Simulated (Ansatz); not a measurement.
# LiNbO3 (R3c): how G0W0 depends on its starting point

Aim: G0W0 for LiNbO3 (R3c) on several starting functionals, at one mesh, band count and screening cutoff.

Main program and level: Ansatz 0.2.0; G0W0 on several functionals, plane waves, PAW.

### Step 1. Set-up

The structure is trigonal, space group R3c (No. 161). Conventional cell: a = 5.152 Å, b = 5.152 Å, c = 13.869 Å, α = 90.00°, β = 90.00°, γ = 120.00°. Nearest to Li lie 6 O at 2.07 to 2.24 Å. Nearest to Nb lie 6 O at 1.88 to 2.13 Å. O has 2 Nb at 1.88 to 2.13 Å and 2 Li at 2.07 to 2.24 Å nearest. Farther neighbours and most contacts between anions are not listed.

The cell and positions come from the Crystallography Open Database and are kept as given unless a step says otherwise.

### Step 2. G0W0 on PBE

G0W0 replaces the xc potential by the self-energy, built once from these orbitals. Only a window of levels is corrected, while the sums run over the empty bands that the input names. This step takes hard PAW files.

This step: G0W0 on PBE, plane waves, PAW.

input.yaml reads:

```yaml
crystal:
  lattice:
    - [2.5758, 1.4871388234, 4.623]
    - [-2.5758, 1.4871388234, 4.623]
    - [0.0, -2.9742776468, 4.623]
  atoms:
    - { symbol: Li, position: [0.2815, 0.2815, 0.2815] }
    - { symbol: Li, position: [0.7815, 0.7815, 0.7815] }
    - { symbol: Nb, position: [5.5e-05, 5.5e-05, 5.5e-05] }
    - { symbol: Nb, position: [0.500055, 0.500055, 0.500055] }
    - { symbol: O, position: [0.11231, 0.35836, 0.71959] }
    - { symbol: O, position: [0.71959, 0.11231, 0.35836] }
    - { symbol: O, position: [0.35836, 0.71959, 0.11231] }
    - { symbol: O, position: [0.21959, 0.85836, 0.61231] }
    - { symbol: O, position: [0.85836, 0.61231, 0.21959] }
    - { symbol: O, position: [0.61231, 0.21959, 0.85836] }
kpoints:
  mp_grid: { grid: [4, 4, 4] }
hamiltonian:
  xc: pbe
  pseudopotentials: { kind: paw, source: ansatz }
scf:
  occupations: { method: fixed }
gw:
  n_empty_bands: 631
  ecut_chi: 190.0
  qp_bands: [v3, c3]
  qp_kpoints: band_edges
  screening: { model: contour_deformation }
```

The run is started by

```console
ansatz run input.yaml --threads 4 --pin off --max-ram 138240MiB --backend cuda --events-out ev --progress --plain --runs-dir out --devices 1 --max-vram 26GiB
```

Numbers of over 12 decimals in the logs are rounded to 6 here.

The log of the run:

```text
GPUs: using 1 of 1 available (devices: 1).
Engine: ansatz 0.2.0, x86_64-unknown-linux-gnu
Pseudopotentials: kind: paw
Pseudopotential: Li, paw, valence charge 3, recommended cutoff 780 eV (normal), Li.paw.azcp
Pseudopotential: Nb, paw, valence charge 13, recommended cutoff 708 eV (normal), Nb.paw.azcp
Pseudopotential: O, paw, valence charge 6, recommended cutoff 930 eV (normal), O.paw.azcp
Functional definition: PBE
  parameter kappa = 0.804
  parameter beta = 0.066725
  exchange = pbe_x(kappa = kappa, mu = beta*pi^2/3)
  correlation = pbe_c(beta = beta)
device memory: the entry about to start is reckoned to put 5.8 GiB on a device that reports 51.7 GiB free (of which the cap on the GPU budget leaves the run 26.0 GiB)
GPU FFT provider: cuFFT
GPU libraries: cuBLAS 13.8.2, cuFFT 12.4.0, cuSOLVER 12.3.4
Crystal: 10 atoms, lattice volume = 106.252 Å³
Basis set: ecut = 930 eV, 6833 PW (Γ)
Bands: 44, of which v1, the nominal top of the filled ones, is band 34 counted from 1 (33 counted from 0)
Symmetry: 6 space group operations
Space group: R3c (ITA 161), of the structure as read, at distance tolerance 4.7e-5 Å
k-points: 13 of 64 (time reversal used)
Non-local potential: Li, projectors of the file, l = 0: 2, l = 1: 1, l = 2: 2
Non-local potential: Nb, projectors of the file, l = 0: 3, l = 1: 3, l = 2: 3, l = 3: 2
Non-local potential: O, projectors of the file, l = 0: 2, l = 1: 2, l = 2: 1
PAW form: soft (Blöchl's): semilocal exchange-correlation on the pseudo side does not see the compensation charge
PAW one-centre angular grid: Li, 110 points (default); XC on 64 Gauss nodes
PAW one-centre angular grid: Nb, 590 points (default); XC on 64 Gauss nodes
PAW one-centre angular grid: O, 110 points (default); XC on 64 Gauss nodes
Initial density: superposition of atomic densities (chi_scale 0.1, normalization cell, long waves kept (reshape's long-wave potential 0.00 eV rms))
Initial wavefunctions: pseudopotential atomic-orbital guess
GPU buffer pool allocated for 262144 grid points (all kernels)
GPU transforms: local potential and band sums: pruned to the plane-wave sphere, on 60×60×60
Functional: x = pbe(κ = 0.804, μ = 0.219515), c = pbe(β = 0.066725)
SCF iter   1: F=—  HF=-12950.510988 eV  |F-HF|=—  |Δ(HF+E_count)|=         —  Δρ=9.94e-2  dr2=1.03e1  ethr=3.10e-3  ⟨swp⟩=5.0  Hψ=1879  notcnv=0  defer=92
preconditioner: auto → Resta (q_TF=auto, 2.533 Å⁻¹)  ε∞=4.9  [insulator: Δε(μ)=5.021 eV  Ē_g=12.690 eV  n_scr=26 (ndim 8)  ℏωp=25.0 eV  f_vac=0.000  ε∞_Penn≈4.9]
SCF iter   2: F=—  HF=-12948.517228 eV  |F-HF|=—  |Δ(HF+E_count)|=    1.99e0  Δρ=5.03e-2  dr2=1.16e0  ethr=3.10e-3  ⟨swp⟩=3.0  Hψ=1099  notcnv=0  defer=97
SCF iter   3: F=—  HF=-12948.388960 eV  |F-HF|=—  |Δ(HF+E_count)|=   1.28e-1  Δρ=2.29e-2  dr2=3.29e-1  ethr=1.70e-3  ⟨swp⟩=2.0  Hψ=790  notcnv=0  defer=97
SCF iter   4: F=—  HF=-12948.392411 eV  |F-HF|=—  |Δ(HF+E_count)|=   3.45e-3  Δρ=7.61e-3  dr2=3.74e-2  ethr=4.84e-4  ⟨swp⟩=2.0  Hψ=549  notcnv=0  defer=104
SCF iter   5: F=—  HF=-12948.398717 eV  |F-HF|=—  |Δ(HF+E_count)|=   6.31e-3  Δρ=1.39e-3  dr2=1.86e-3  ethr=5.51e-5  ⟨swp⟩=3.0  Hψ=991  notcnv=0  defer=104
SCF iter   6: F=—  HF=-12948.399632 eV  |F-HF|=—  |Δ(HF+E_count)|=   9.14e-4  Δρ=2.46e-4  dr2=9.01e-5  ethr=2.73e-6  ⟨swp⟩=2.0  Hψ=870  notcnv=0  defer=104
SCF iter   7: F=—  HF=-12948.399689 eV  |F-HF|=—  |Δ(HF+E_count)|=   5.70e-5  Δρ=4.50e-5  dr2=2.52e-6  ethr=1.33e-7  ⟨swp⟩=2.0  Hψ=825  notcnv=0  defer=51
SCF iter   8: F=—  HF=-12948.399692 eV  |F-HF|=—  |Δ(HF+E_count)|=   3.14e-6  Δρ=1.17e-5  dr2=1.64e-7  ethr=3.70e-9  ⟨swp⟩=2.2  Hψ=845  notcnv=0  defer=51
SCF iter   9: F=-12948.399692 eV  HF=-12948.399692 eV  |F-HF|=4.37e-11  |Δ(HF+E_count)|=   1.67e-7  Δρ=2.51e-6  dr2=7.64e-9  ethr=1.47e-10  ⟨swp⟩=10.8  Hψ=2146  notcnv=0
SCF 1 converged in 9 iterations: F = -12948.399692 eV  dr2 = 7.64e-9
  greatest PAW one-centre occupation: 0.980 electrons in one spin orbital (limit 2), on the Nb atom at site 3 (counted from 0), in its partial waves of l = 0
device memory: the entry about to start is reckoned to put 7.2 GiB (of the 7.3 GiB reckoned in all, the device holds 0.1 GiB already) on a device that reports 51.5 GiB free (of which the cap on the GPU budget leaves the run 25.9 GiB)
NSCF: frozen V_eff on 13 k-points
the band table was solved once the SCF had ended and its energy, with any forces and stress, was formed, with the checks that follow a solve (2311 applications of the Hamiltonian). They found nothing against the state; the energy, forces and stress were not computed again (output.eigenvalues in the input reference)
device memory: the entry about to start is reckoned to put 13.6 GiB on a device that reports 51.6 GiB free (of which the cap on the GPU budget leaves the run 26.0 GiB)
NSCF: frozen V_eff on 13 k-points
G₀W₀ screening: q 1/13
[... further progress lines ...]
device memory: the entry about to start is reckoned to put 1.4 GiB on a device that reports 57.2 GiB free (of which the cap on the GPU budget leaves the run 26.0 GiB)
NSCF: frozen V_eff on 1 k-points
device memory: the entry about to start is reckoned to put 1.4 GiB on a device that reports 57.2 GiB free (of which the cap on the GPU budget leaves the run 26.0 GiB)
NSCF: frozen V_eff on 1 k-points
device memory: the entry about to start is reckoned to put 1.4 GiB on a device that reports 57.4 GiB free (of which the cap on the GPU budget leaves the run 26.0 GiB)
NSCF: frozen V_eff on 1 k-points
SCF converged after 9 iterations
Free energy (F): -12948.399692 eV
Harris-Foulkes:  -12948.399692 eV  (|F-HF|=4.37e-11)
Internal energy: -12948.399692 eV  (E = F + TS)
E sigma→0 (E₀):  -12948.399692 eV
Fermi energy:    7.241577 eV
--- Per-component energies (eV) ---
  E_band       = -523.494039
  E_kinetic    = 2518.583010
  E_local      = -5627.610315  (includes V_loc(G=0)·N_el)
  E_nonlocal   = 1153.708406
  E_hartree    = 1468.218478
  E_xc         = -984.873637
  E_vxc        = -1220.053548  (∫ρ·V_xc dr)
  E_paw        = -7002.511421  (= ΣΔE_a)
  E_vpaw       = -284.558352  (= ΣTr[D̂ρ^β])
  E_aug_tail   = 0.000117  (compensation charges beyond the density's cutoff)
  E_ewald      = -4473.914330
  E_smearing   = -0.000000  (= −TS)
  E_closure    = -0.000000  (closes the sum)
  Σ components = -12948.399692   (vs F -12948.399692, Δ=0.00e0)
--- Band table (eV; the first three rows and the last of 13) ---
  k-point 0: bands = [... 30 lower, 6.5521, 6.7717, 7.2416, 7.2416, 10.8592, 10.8592, 11.3286, 12.4408, ... 6 higher]
  k-point 1: bands = [... 30 lower, 6.7759, 6.8436, 7.0413, 7.1674, 10.9072, 11.0223, 11.4637, 12.1721, ... 6 higher]
  k-point 2: bands = [... 30 lower, 6.9531, 6.9531, 7.0277, 7.0277, 11.1642, 11.1642, 11.9894, 11.9894, ... 6 higher]
  k-point 12: bands = [... 30 lower, 6.9300, 6.9300, 6.9300, 6.9300, 11.9135, 11.9135, 12.1129, 12.1129, ... 6 higher]
--- G₀W₀: contour deformation, 6 samples at zero and on the imaginary axis and 1 off it, 64 q-points, 631 empty bands' worth ---
  eigenvalues of the whole cell's RPA ε∞ on this k-mesh (on a slab, of 1 + 4πα/V) = 4.9392, 5.1488, 5.1488; static W/v taken at q = 0 is 0.196787
  bands read: the sum over 665 bands ends inside a degenerate multiplet in 4 slots, whose members it reads at an even weight; the widest, k=12: bands 665 to 668 (counted from 1) at 1/4 each
  gw.qp_kpoints: band_edges: 13 of 13 stored k-points solved, in 1 pass; an edge of the gap read off the rows below is read off those points alone
    ik  band        ε_KS         Σx   Σc(E_QP)       V_xc       Z   E_QP_lin       E_QP  E_QP is
     0    32      6.7717   -25.9634     4.5982   -20.5746  0.7298     5.9692     5.9812  root
     0    33      7.2416   -25.7823     4.3931   -20.6740  0.7291     6.5173     6.5264  root
     0    34      7.2416   -25.7823     4.3931   -20.6740  0.7291     6.5173     6.5264  root
     0    35     10.8592   -13.7701    -5.0486   -19.6625  0.7732    11.7124    11.7030  root
     0    36     10.8592   -13.7701    -5.0486   -19.6625  0.7732    11.7124    11.7030  root
     0    37     11.3286   -14.0204    -5.0437   -19.9005  0.7655    12.1753    12.1650  root
     1    32      6.8436   -25.6546     4.4097   -20.4973  0.7286     6.0854     6.0960  root
     1    33      7.0413   -25.4521     4.4182   -20.2957  0.7269     6.2930     6.3032  root
     1    34      7.1674   -25.8206     4.4107   -20.6835  0.7288     6.4315     6.4410  root
     1    35     10.9072   -13.8420    -5.0993   -19.7898  0.7725    11.7652    11.7556  root
     1    36     11.0223   -13.7828    -5.0675   -19.7026  0.7715    11.8845    11.8746  root
     1    37     11.4637   -14.0955    -5.1906   -20.1593  0.7643    12.3484    12.3368  root
     2    32      6.9531   -25.7688     4.4313   -20.5922  0.7291     6.1976     6.2078  root
     2    33      7.0277   -25.6946     4.4489   -20.5026  0.7276     6.2743     6.2846  root
     2    34      7.0277   -25.6946     4.4489   -20.5026  0.7276     6.2743     6.2846  root
     2    35     11.1642   -13.8690    -5.1594   -19.8833  0.7684    12.0297    12.0192  root
     2    36     11.1642   -13.8690    -5.1594   -19.8833  0.7684    12.0297    12.0192  root
     2    37     11.9894   -14.3823    -5.2879   -20.5685  0.7550    12.9014    12.8876  root
     3    32      6.8808   -25.6226     4.4708   -20.3993  0.7264     6.1173     6.1282  root
     3    33      6.9547   -25.6453     4.3170   -20.6048  0.7293     6.2217     6.2313  root
     3    34      7.1661   -25.7667     4.4642   -20.5712  0.7276     6.4251     6.4348  root
     3    35     10.9237   -13.9313    -5.0231   -19.7974  0.7718    11.7761    11.7666  root
     3    36     11.4062   -14.1495    -5.1153   -20.1325  0.7637    12.2852    12.2739  root
     3    37     11.5099   -14.3034    -5.1423   -20.3169  0.7624    12.3927    12.3811  root
[...]
11    36     11.2192   -14.1390    -5.0489   -20.0402  0.7670    12.0818    12.0715  root
    11    37     12.0235   -14.6231    -5.3084   -20.8464  0.7531    12.9530    12.9384  root
    12    32      6.9300   -25.5542     4.4378   -20.3732  0.7267     6.1763     6.1868  root
    12    33      6.9300   -25.5542     4.4378   -20.3732  0.7267     6.1763     6.1868  root
    12    34      6.9300   -25.5542     4.4378   -20.3732  0.7267     6.1763     6.1868  root
    12    35     11.9135   -13.8441    -5.4775   -20.1941  0.7570    12.7991    12.7860  root
    12    36     11.9135   -13.8441    -5.4775   -20.1941  0.7570    12.7991    12.7860  root
    12    37     12.1129   -14.7191    -5.4331   -21.0853  0.7505    13.0619    13.0460  root
```

Wall time 62 s (1 × NVIDIA H100 80GB HBM3 (shared by 3 runs) with 4 threads of AMD EPYC 7R13 (Zen 3), shared host); peak memory 3.1 GiB.

The column dr2 measures how far the density is from self-consistency, as an energy; F and HF (Harris–Foulkes) agree once it is small.

This step gave:

| Quantity | Value |
| --- | --- |
| bands summed | 665 |
| RPA ε∞ on this mesh (eigenvalues) | 4.939, 5.149, 5.149 |
| plane waves in the screening matrix | 635 |
| q-points in the mesh | 64 |
| G0W0 gap on the mesh | 5.175 eV |
| k of the valence top | 0, 0, 0 |
| k of the conduction bottom | 0, 0.25, -0.5 |
| starting gap on the mesh | 3.614 eV |
| Z at the valence top | 0.7291 |
| Z at the conduction bottom | 0.7744 |
| least direct G0W0 gap on the computed points | 5.177 eV |

The gap on the mesh goes from 3.61 eV to 5.18 eV, a correction of +1.56 eV. Between the two edge states, bare exchange in place of the xc potential would open the gap by 11.05 eV, and correlation takes back 9.49 eV.

[end of part 1 of 2]

[Paths, hosts, dates, memory and timing lines, banners, echoed tables and standing remarks are left out of the program output.]

[Logs are printed without paths, hosts, clocks, repeated set-up lines and the standing remarks that a program may print on its own settings, such as how far it seeks lower states.]

[Runs of the session that timed out or met a known fault of the program may be left out.]

[Cells called generated may have been cut or substituted from an entry of the Crystallography Open Database or the Materials Project.]

[Hosts, paths, dates, database ids (printed as entryN), source tags and the programs' standing remarks are cut or masked in the printed files.]
